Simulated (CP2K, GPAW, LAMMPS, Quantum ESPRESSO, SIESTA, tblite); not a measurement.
# CP2K on amorphous SiO1.7 (154 atoms): settings against a plane-wave reference, part 2 of 2

Aim: run amorphous SiO1.7 (154 atoms) in CP2K and see how near its forces come to a plane-wave reference, and at what cost.

Program: CP2K 2026.2; the method stands at each step. Banners, paths, timers and routine set-up lines are dropped from the logs unmarked, and long logs keep their key lines alone; longer cuts are marked.

So far. Step 2 (PBE, DZVP-UZH, 600/50 Ry, diagonalisation): Forces lie 7.4 % from the reference's, at 0.23 times its CPU time (on 4 against 2 cores).

### Step 3. PBE, DZVP-MOLOPT-SR, 600/50 Ry, diagonalisation

Method: Kohn-Sham DFT, PBE, GTH-PBE pseudopotentials, Gaussian and plane waves, DZVP-MOLOPT-SR-GTH, diagonalisation.

File input.inp:

```
&GLOBAL
  PROJECT cell
  RUN_TYPE ENERGY_FORCE
  PRINT_LEVEL LOW
&END GLOBAL
&FORCE_EVAL
  METHOD QS
  STRESS_TENSOR ANALYTICAL
  &DFT
    BASIS_SET_FILE_NAME BASIS_MOLOPT
    POTENTIAL_FILE_NAME GTH_POTENTIALS
    &MGRID
      CUTOFF 600
      REL_CUTOFF 50
      NGRIDS 5
    &END MGRID
    &QS
      EPS_DEFAULT 1.0E-12
    &END QS
    &SCF
      SCF_GUESS ATOMIC
      EPS_SCF 5.0E-06
      MAX_SCF 200
      ADDED_MOS 19
      &DIAGONALIZATION
        ALGORITHM STANDARD
      &END DIAGONALIZATION
      &SMEAR ON
        METHOD FERMI_DIRAC
        ELECTRONIC_TEMPERATURE [K] 580
      &END SMEAR
      &MIXING
        METHOD BROYDEN_MIXING
        ALPHA 0.3
        NBROYDEN 12
      &END MIXING
      &PRINT
        &RESTART OFF
        &END RESTART
      &END PRINT
    &END SCF
    &XC
      &XC_FUNCTIONAL PBE
      &END XC_FUNCTIONAL
    &END XC
    &PRINT
      &MULLIKEN ON
      &END MULLIKEN
      &HIRSHFELD ON
        SHAPE_FUNCTION DENSITY
      &END HIRSHFELD
      &MO ON
        EIGENVALUES T
        OCCUPATION_NUMBERS T
        MO_INDEX_RANGE 394 417
        &EACH
          QS_SCF 0
        &END EACH
        ADD_LAST NUMERIC
      &END MO
    &END PRINT
  &END DFT
  &SUBSYS
    &CELL
      A 13.31250 0.00000 0.00000
      B 0.00000 13.31250 0.00000
      C 0.00000 0.00000 13.31250
    &END CELL
    &TOPOLOGY
      COORD_FILE_NAME structure.xyz
      COORD_FILE_FORMAT XYZ
    &END TOPOLOGY
    &KIND Si
      BASIS_SET DZVP-MOLOPT-SR-GTH-q4
      POTENTIAL GTH-PBE-q4
    &END KIND
    &KIND O
      BASIS_SET DZVP-MOLOPT-SR-GTH-q6
      POTENTIAL GTH-PBE-q6
    &END KIND
  &END SUBSYS
  &PRINT
    &FORCES ON
    &END FORCES
    &STRESS_TENSOR ON
    &END STRESS_TENSOR
  &END PRINT
&END FORCE_EVAL
```

File structure.xyz:

```xyz
154

Si 7.27408 11.98498 4.78678
Si 3.52568 1.26522 7.55631
Si 13.02388 8.53411 10.94753
Si 1.36227 0.49043 9.72571
Si 5.80718 6.20988 7.42318
Si 3.47230 0.21353 0.65404
Si 2.26632 9.63066 7.89591
Si 8.71410 5.76152 8.68321
Si 11.69090 8.42908 0.22139
Si 6.48505 6.87737 4.58948
Si 3.68077 4.04527 6.68940
Si 6.19537 10.12788 0.94545
Si 6.44924 11.28634 11.35503
Si 12.96185 12.37610 2.11908
Si 4.53038 7.07160 13.09005
Si 9.15900 9.55025 4.86545
Si 1.18162 1.18481 5.27987
Si 1.87094 11.79541 4.29128
Si 0.40337 2.96057 11.52956
Si 10.00008 2.12374 10.24437
[... 130 atom lines left out ...]
O 12.87013 11.25918 0.94545
O 8.91751 5.17856 5.81650
O 11.05403 2.45602 3.29325
O 0.40284 5.18109 5.16445
```

On the command line:

```bash
$ OMP_NUM_THREADS=1 mpirun -np 4 cp2k.psmp -i input.inp > output.txt
```

Numbers of over 12 decimals in the logs are rounded to 6 here.

The log of the run:

```text
CP2K| version string:                                       CP2K version 2026.2
 CP2K| Input file name                                                 input.inp
 GLOBAL| Basis set file name                                        BASIS_MOLOPT
 GLOBAL| Potential file name                                      GTH_POTENTIALS
 GLOBAL| Run type                                                   ENERGY_FORCE
 GLOBAL| Total number of message passing processes                             4
 GLOBAL| Number of threads for this process                                    1
 TOTAL NUMBERS AND MAXIMUM NUMBERS
  Total number of            - Atomic kinds:                                   2
                             - Atoms:                                        154
[... lines left out ...]
                        Smear method:                                FERMI_DIRAC
[... lines left out ...]
 Number of electrons:                                                        810
[... lines left out ...]
  Step     Update method      Time    Convergence         Total energy    Change
[... lines left out ...]
  *** SCF run converged in    30 steps ***
[... lines left out ...]
  Fermi energy:                                                 0.194515
  Total energy:                                             -1783.484283
  Total energy (extrapolated to T->0):                      -1783.477914
[... lines left out ...]
 MO| E(Fermi):            0.194515 a.u.          5.293033 eV
[... lines left out ...]
 !-----------------------------------------------------------------------------!
 !-----------------------------------------------------------------------------!
                           Hirshfeld Charges
  #Atom  Element  Kind  Ref Charge     Population                    Net charge
      1       Si     1       4.000          3.614                         0.386
      2       Si     1       4.000          3.473                         0.527
      3       Si     1       4.000          3.666                         0.334
[...]
153       O      2       6.000          6.197                        -0.197
    154       O      2       6.000          6.279                        -0.279
  Total Charge                                                           -0.000
 !-----------------------------------------------------------------------------!
 ENERGY| Total FORCE_EVAL ( QS ) energy [hartree]          -1783.484291
 FORCES| Atomic forces [hartree/bohr]
 FORCES|   Atom     x               y               z               |f|
 FORCES|      1 -4.55286771E-02 -3.72337744E-02  7.00240452E-02   9.14471503E-02
 FORCES|      2 -5.03855172E-02 -6.30475263E-02  2.75376848E-02   8.52761104E-02
 FORCES|      3 -5.17456845E-03 -3.74326906E-02 -4.58760788E-02   5.94356551E-02
[...]
FORCES|    153 -3.57807031E-02  1.12593648E-02 -6.73692472E-02   7.71080247E-02
 FORCES|    154  1.13404472E-02 -1.92808810E-02  3.70376324E-03   2.26732436E-02
 FORCES| Sum    -8.98788396E-03  2.44606706E-03  6.35613924E-03
 FORCES| Total atomic force                                       1.12767818E-02
 STRESS| Analytical stress tensor [bar]
 STRESS|                        x                   y                   z
 STRESS|      x        4.66864657200E+04  -1.91430098548E+03   4.85000646471E+03
 STRESS|      y       -1.91430098548E+03   4.28284621807E+04  -2.02337162932E+03
 STRESS|      z        4.85000646471E+03  -2.02337162932E+03   5.26546371661E+04
 STRESS| 1/3 Trace                                             4.73898550222E+04
```

The job ended after 3.5 min (4 MPI ranks of Arm Neoverse V2, shared host; peak memory 8.1 GiB; 14 min of CPU time).

Compared with the plane-wave run:

```
r.m.s. force component                  : 1.384 eV/Å
r.m.s. difference of force components   : 130.4 meV/Å
longest difference of force vectors     : 488.5 meV/Å
force difference over r.m.s. force      : 9.705 %
slope of forces against the reference's : 1.025
correlation of force components         : 0.9959
pressure                                : 4.739 GPa
pressure difference                     : 1.157 GPa
```

Against the first run (7.4 %), the force difference from the reference is 9.7 %, at 0.79 times the CPU time, with 2002 basis functions against 2002; this set comes with other potentials too, so the change isn't the basis's alone.

The forces add up to 0.58 eV/Å instead of zero, usually a sign of too coarse a grid.

### Step 4. All runs compared

Differences are against the plane-wave reference, forces as r.m.s. over components; share is that over the reference's r.m.s. force, slope the least-squares factor from reference forces to these. Total energies of different programs have different zeros and aren't compared.

```csv
run,"Δ force, r.m.s. (meV/Å)",share (%),slope,Δ pressure (GPa),cores,CPU time,memory (GiB)
reference,-,-,-,-,2,78 min,10
"CP2K PBE, DZVP-UZH, 600/50 Ry, diagonalisation",98.9,7.35,1.024,0.939,4,18 min,8.2
"CP2K PBE, DZVP-MOLOPT-SR, 600/50 Ry, diagonalisation",130,9.71,1.025,1.16,4,14 min,8.1
```

CPU time is summed over cores on a shared host, where runs went side by side, so it is rough. Symmetry, cutoffs, thresholds, outputs and thread counts weren't matched or tuned between programs; memory under MPI is the largest rank's times the ranks.

Mean charges by element (e), by run and scheme:

| run | scheme | Si | O |
| --- | --- | --- | --- |
| CP2K PBE, DZVP-UZH, 600/50 Ry, diagonalisation | Mulliken | +0.85 | -0.50 |
| CP2K PBE, DZVP-UZH, 600/50 Ry, diagonalisation | Hirshfeld | +0.46 | -0.27 |
| CP2K PBE, DZVP-MOLOPT-SR, 600/50 Ry, diagonalisation | Mulliken | +0.73 | -0.43 |
| CP2K PBE, DZVP-MOLOPT-SR, 600/50 Ry, diagonalisation | Hirshfeld | +0.46 | -0.27 |

### Step 5. Summary of results

```json
{
 "nearest in forces": "CP2K PBE, DZVP-UZH, 600/50 Ry, diagonalisation, 7.4 %",
 "its CPU time": "18 min"
}
```

The PBE runs in local orbitals differ by 7.4 % (CP2K PBE, DZVP-UZH, 600/50 Ry, diagonalisation) to 9.7 % (CP2K PBE, DZVP-MOLOPT-SR, 600/50 Ry, diagonalisation); basis, grid and potentials can all enter. Of the electronic-structure runs that take under half the reference's CPU time, CP2K PBE, DZVP-UZH, 600/50 Ry, diagonalisation comes nearest, at 7.4 % in 18 min against 78 min. Charges hang on scheme and program or settings: among these rows the mean for Si runs from +0.46 to +0.85 e. The reference's pressure holds the uncorrected Pulay stress of its 60 Ry basis, so small pressure differences, and their order, may be the reference's own error. The quench rate of 10 K/ps is many orders above laboratory rates, so the cell is likely richer in defects and strain than a real sample. The network of bonds at the start is that of the classical potential that made the cell, and needn't be the one that DFT or experiment would give. The electronic-structure runs sample only Γ, in a cell whose shortest periodic width is 13 Å, which is coarse for a cell with partly filled levels.

[Also dropped from logs without a mark: logging warnings of Python, and SIESTA's first energy breakdown and zero terms.]

[Logs are printed without paths, hosts, clocks, repeated set-up lines and the standing remarks that a program may print on its own settings, such as how far it seeks lower states.]

[Hosts, paths, dates, database ids (printed as entryN), source tags and the programs' standing remarks are cut or masked in the printed files.]
